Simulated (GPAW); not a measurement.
# How BP absorbs and reflects light

Wanted: where BP starts to absorb, how strongly, and its refractive index.

Method: DFT, PBE, plane-wave PAW (GPAW data sets), scalar-relativistic, RPA, optical limit, in GPAW 26.7.0.

### Step 1. Set-up

Symmetry: F-43m, No. 216, cubic system. The conventional cell has a = 4.538 Å, b = 4.538 Å, c = 4.538 Å, α = 90.00°, β = 90.00°, γ = 90.00°. Nearest to P lie 4 B at 1.97 Å. Nearest to B lie 4 P at 1.97 Å. Farther neighbours are not listed.

As a file:

```cif
data_structure
_symmetry_space_group_name_H-M 'F-43m'
_symmetry_Int_Tables_number 216
_cell_length_a 4.5380
_cell_length_b 4.5380
_cell_length_c 4.5380
_cell_angle_alpha 90.000
_cell_angle_beta 90.000
_cell_angle_gamma 90.000
_cell_volume 93.45
loop_
_atom_site_label
_atom_site_type_symbol
_atom_site_symmetry_multiplicity
_atom_site_Wyckoff_symbol
_atom_site_fract_x
_atom_site_fract_y
_atom_site_fract_z
_atom_site_occupancy
P1 P 4 c 0.25000 0.25000 0.25000 1
B1 B 4 a 0.00000 0.00000 0.00000 1
```

### Step 2. Dielectric function, RPA

Local fields let the induced charge screen the field inside the cell, which as a rule lowers ε, most along directions where the density is uneven.

Contents of df.py:

```python
from gpaw.response.df import DielectricFunction

df = DielectricFunction('full.gpw', frequencies={'type': 'nonlinear', 'domega0': 0.03, 'omega2': 8},
                        ecut=50,
                        eta=0.15,
                        nbands=18,
                        txt='df.txt')
for direction in ['x']:
    df.get_dielectric_function(xc='RPA', direction=direction, filename=f'df_{direction}.csv')
```

On the command line:

```sh
$ OMP_NUM_THREADS=1 python df.py
```

Numbers of over 12 decimals in the logs are rounded to 6 here.

What it wrote:

```text
Using integrator: PointIntegrator
NonLinearFrequencyDescriptor(from 0.000 to 46.898 eV, 457 points)
Nonperiodic BCs:  [False False False]
Using integrator: PointIntegrator
NonLinearFrequencyDescriptor(from 0.000 to 46.898 eV, 457 points)
Nonperiodic BCs:  [False False False]

Calculating chi0 body with:
    Ground state adapter containing:
    Number of spins: 1
    Number of kpoints: 2197
    Number of irreducible kpoints: 84
    Number of completely occupied states: 4
    Number of partially occupied states: 4

    Linear response parametrization:
    q_c: [0.0, 0.0, 0.0]
    Number of frequency points: 457
    Planewave cutoff: 50.0
    Number of bands: 18
    Number of planewaves: 15
    Broadening (eta): 0.15

Integrating chi0 body.

Symmetries of q_c:
    Direct symmetries (Uq -> q): 24
    Indirect symmetries (TUq -> q): 24
In total 48 allowed symmetries.

84 groups of equivalent kpoints. 96.176604% reduction.

Integral kind: spectral function

Calculating chi0 optical extensions with:
    Ground state adapter containing:
    Number of spins: 1
    Number of kpoints: 2197
    Number of irreducible kpoints: 84
    Number of completely occupied states: 4
    Number of partially occupied states: 4

    Linear response parametrization:
    Number of frequency points: 457
    Planewave cutoff: 50.0
    Number of bands: 18
    Number of planewaves: 15
    Broadening (eta): 0.15
Integrating chi0 head and wings.

Symmetries of q_c:
    Direct symmetries (Uq -> q): 24
    Indirect symmetries (TUq -> q): 24
In total 48 allowed symmetries.

84 groups of equivalent kpoints. 96.176604% reduction.

Integral kind: spectral function wings
```

Elapsed: 2.8 s, on 1 thread of Intel Xeon 6975P-C (Granite Rapids), shared host; peak memory 0.2 GiB.

This step gave:

```
electronic dielectric constant ε∞, mean over x, y and z (by symmetry where fewer were run) : 8.938
main peak of Im epsilon, first axis                                                        : 5.762 eV
```

Some rows of df_x.csv (energy; Re and Im without local fields; Re and Im with them):

```text
0.000000, 9.423825, 0.000000, 8.937669, -0.000000
0.429336, 9.469543, 0.032269, 8.979968, 0.029854
0.878195, 9.619312, 0.068972, 9.118509, 0.063789
1.347938, 9.903403, 0.114969, 9.381182, 0.106268
1.840057, 10.378125, 0.179800, 9.819786, 0.166039
2.356191, 11.158725, 0.287382, 10.540181, 0.265031
2.898142, 12.540661, 0.532684, 11.813489, 0.490383
3.467895, 15.102629, 1.916260, 14.164242, 1.761487
4.067647, 15.467362, 5.161485, 14.502769, 4.748102
4.699832, 16.973579, 10.150282, 15.903863, 9.253795
5.367152, 20.942036, 19.624232, 19.412410, 17.589745
6.072622, -1.508673, 19.209911, -1.161960, 17.734922
6.819608, -10.445543, 17.374774, -8.989949, 17.345711
7.611886, -7.953977, 6.466181, -7.495030, 6.598253
8.453705, -3.080851, 5.611815, -2.769254, 5.133485
9.349861, -4.761781, 5.083517, -4.180975, 5.129216
10.305790, -3.888509, 2.294699, -3.675504, 2.375530
11.327680, -2.325167, 2.183432, -2.046099, 2.154161
12.422601, -2.570926, 1.505191, -2.395424, 1.640759
13.598673, -1.634200, 1.088402, -1.456462, 1.146899
```

The Im ε, E ∥ x has structure finer than the step of the table below, so its rows give means over 0.5 eV, whole bins alone (the curve runs from 0 to 14.0 eV). Peaks (eV: height): 5.77: 30.0, 6.60: 23.8.

Values under the direct gap are tails of Lorentzian lines. Table of Im ε, E ∥ x by photon energy; means over each step:

```
photon energy (eV)  Im ε, E ∥ x
               0.5       0.0351
               1.0       0.0743
               1.5        0.123
               2.0        0.193
               2.5        0.311
               3.0        0.615
               3.5         2.14
               4.0         4.80
               4.5         7.29
               5.0         10.7
               5.5         22.3
               6.0         22.1
               6.5         21.0
               7.0         14.5
               7.5         8.33
               8.0         5.52
               8.5         5.34
               9.0         6.04
               9.5         4.68
              10.0         3.14
              10.5         2.03
              11.0         2.14
              11.5         2.21
              12.0         2.20
              12.5         1.59
              13.0         1.28
              13.5         1.15
```

Re ε, E ∥ x against photon energy:

```
photon energy (eV)  Re ε, E ∥ x
               0.0         8.94
               0.5         9.00
               1.0         9.17
               1.5         9.50
               2.0         10.0
               2.5         10.8
               3.0         12.2
               3.5         14.4
               4.0         14.3
               4.5         17.2
               5.0         17.5
               5.5         18.4
               6.0        -2.43
               6.5         1.57
               7.0        -8.34
               7.5        -8.61
               8.0        -5.00
               8.5        -2.68
               9.0        -3.99
               9.5        -4.42
              10.0        -4.22
              10.5        -3.29
              11.0        -2.18
              11.5        -1.98
              12.0        -2.12
              12.5        -2.27
              13.0        -1.79
              13.5        -1.46
```

The Im ε, E ∥ x has structure finer than the step of the table below, so its rows give means over 0.25 eV, whole bins alone (the curve runs from 0 to 14.0 eV). Peaks (eV: height): without local fields 5.765: 32.6, 6.602: 25.5; with local fields 5.765: 30.0, 6.602: 23.8.

Values under the direct gap are tails of Lorentzian lines. The Im ε, E ∥ x by photon energy; means over each step:

```
photon energy (eV)  without local fields  with local fields
              0.25                0.0187             0.0173
              0.50                0.0378             0.0350
              0.75                0.0580             0.0537
              1.00                0.0801             0.0741
              1.25                 0.105             0.0967
              1.50                 0.133              0.123
              1.75                 0.166              0.154
              2.00                 0.208              0.192
              2.25                 0.261              0.241
              2.50                 0.333              0.307
              2.75                 0.442              0.407
              3.00                 0.635              0.584
              3.25                  1.13               1.04
              3.50                  2.13               1.96
              3.75                  4.40               4.03
              4.00                  5.22               4.80
              4.25                  5.57               5.10
              4.50                  8.06               7.34
              4.75                  10.1               9.24
              5.00                  11.2               10.2
              5.25                  16.2               14.7
              5.50                  24.9               22.2
              5.75                  31.5               28.9
              6.00                  22.6               21.2
              6.25                  19.3               17.4
              6.50                  24.0               21.8
              6.75                  20.4               20.1
              7.00                  14.2               14.1
              7.25                  11.5               11.5
              7.50                  7.93               8.12
              7.75                  6.02               6.03
              8.00                  5.73               5.58
              8.25                  5.17               4.91
              8.50                  5.81               5.31
              8.75                  6.56               6.17
              9.00                  6.22               6.21
              9.25                  5.25               5.27
              9.50                  4.59               4.71
              9.75                  3.79               3.92
             10.00                  3.00               3.11
             10.25                  2.41               2.50
             10.50                  1.95               1.98
             10.75                  1.95               1.88
             11.00                  2.23               2.20
             11.25                  2.20               2.17
             11.50                  2.20               2.20
             11.75                  2.26               2.29
             12.00                  2.08               2.15
             12.25                  1.95               2.07
             12.50                  1.41               1.52
             12.75                  1.28               1.35
             13.00                  1.22               1.29
             13.25                  1.14               1.17
             13.50                  1.13               1.17
             13.75                  1.04               1.10
```

The reflectivity at normal incidence, E ∥ x has structure finer than the step of the table below, so its rows give means over 0.5 eV, whole bins alone (the curve runs from 0 to 14.0 eV). Peaks (eV: height): 5.92: 58.5, 7.50: 67.1, 10.52: 64.5, 12.50: 59.8.

Reflectivity at normal incidence, E ∥ x against photon energy; means over each step:

photon energy (eV), reflectivity at normal incidence, E ∥ x (%) and a bar from the least value:
```
      0.5       25.0 
      1.0       25.4 
      1.5       26.0 #
      2.0       27.0 ##
      2.5       28.5 ###
      3.0       30.8 ####
      3.5       34.3 #######
      4.0       35.9 ########
      4.5       39.2 ###########
      5.0       42.2 #############
      5.5       51.0 ###################
      6.0       54.7 ######################
      6.5       54.9 ######################
      7.0       62.8 ############################
      7.5       65.3 ##############################
      8.0       58.5 #########################
      8.5       48.0 #################
      9.0       51.7 ####################
      9.5       57.2 ########################
     10.0       62.5 ############################
     10.5       62.8 ############################
     11.0       51.1 ###################
     11.5       47.8 #################
     12.0       49.4 ##################
     12.5       57.5 ########################
     13.0       55.4 #######################
     13.5       52.6 #####################
```

Values under the direct gap are tails of Lorentzian lines. Table of loss function −Im 1/ε at q → 0, E ∥ x by energy loss; read off at these points:

```
energy loss (eV)  loss function −Im 1/ε at q → 0, E ∥ x
           0.000                                      0
           0.250                                 2.2e-4
           0.500                                 4.3e-4
           0.750                                 6.5e-4
           1.000                                 8.8e-4
           1.250                                0.00111
           1.500                                0.00136
           1.750                                0.00162
           2.000                                0.00191
           2.250                                0.00223
           2.500                                0.00261
           2.750                                0.00311
           3.000                                0.00388
           3.250                                0.00571
           3.500                                0.00894
           3.750                                 0.0162
           4.000                                 0.0208
           4.250                                 0.0196
           4.500                                 0.0209
           4.750                                 0.0277
           5.000                                 0.0246
           5.250                                 0.0249
           5.500                                 0.0266
           5.750                                 0.0311
           6.000                                 0.0482
           6.250                                 0.0576
           6.500                                 0.0451
           6.750                                 0.0422
           7.000                                 0.0527
           7.250                                 0.0570
           7.500                                 0.0579
           7.750                                 0.0814
           8.000                                 0.0994
           8.250                                  0.122
           8.454                                  0.151
           8.500                                  0.150
           8.750                                  0.135
           9.000                                  0.113
           9.250                                  0.117
           9.500                                  0.113
           9.750                                  0.111
          10.000                                  0.113
          10.250                                  0.122
          10.500                                  0.134
          10.750                                  0.205
          11.000                                  0.229
          11.250                                  0.236
          11.500                                  0.251
          11.633                                  0.257
          11.750                                  0.252
          12.000                                  0.236
          12.250                                  0.217
          12.500                                  0.201
          12.750                                  0.253
          13.000                                  0.266
          13.250                                  0.297
          13.500                                  0.334
          13.750                                  0.357
```

From ε follow the optical constants at some laser and lamp lines:

```
wavelength (nm)     n      k  R (%)     1/α
           1064  3.04  0.015   25.5  5.8 µm
            633  3.16  0.029   26.9  1.7 µm
            532  3.24  0.040   27.9  1.1 µm
            450  3.38  0.060   29.5  595 nm
            405  3.52  0.091   31.1  354 nm
            308  3.84  0.613   35.5   40 nm
            193  3.41  2.961   51.7  5.2 nm
```

Below the direct gap, k and the depth come from the tails of the Lorentzian lines, not from transitions.

Rows near the edge hang on the gap, which this functional as a rule makes too small, and phonon-assisted absorption is left out.

### Step 3. What came out

* electronic dielectric constant ε∞, mean over x, y and z (by symmetry where fewer were run) (RPA): 8.94
* main peak of Im epsilon, first axis: 5.76 eV

At this level (PBE, RPA) BP has ε∞ = 8.94 and n = 3.01 at 1550 nm, and Im ε peaks at 5.8 eV. Local fields change the static value along x from 9.42 to 8.94 (-5 %). Distinct maxima of Im ε, read by a parabola through the highest points, lie at 5.76 eV (30), 6.61 eV (24) and 8.90 eV (6.5). Excitons and phonon-assisted transitions are missing; PBE gaps are as a rule too small, which pulls the onset down and ε∞ up. The sum runs over mesh points, so small or evenly spaced maxima can still be ripples of the mesh.

[Machine, clock and banner lines and Python warnings are left out of the logs.]

[Logs are printed without paths, hosts, clocks, repeated set-up lines and the standing remarks that a program may print on its own settings, such as how far it seeks lower states.]

[Hosts, paths, dates, database ids (printed as entryN), source tags and the programs' standing remarks are cut or masked in the printed files.]
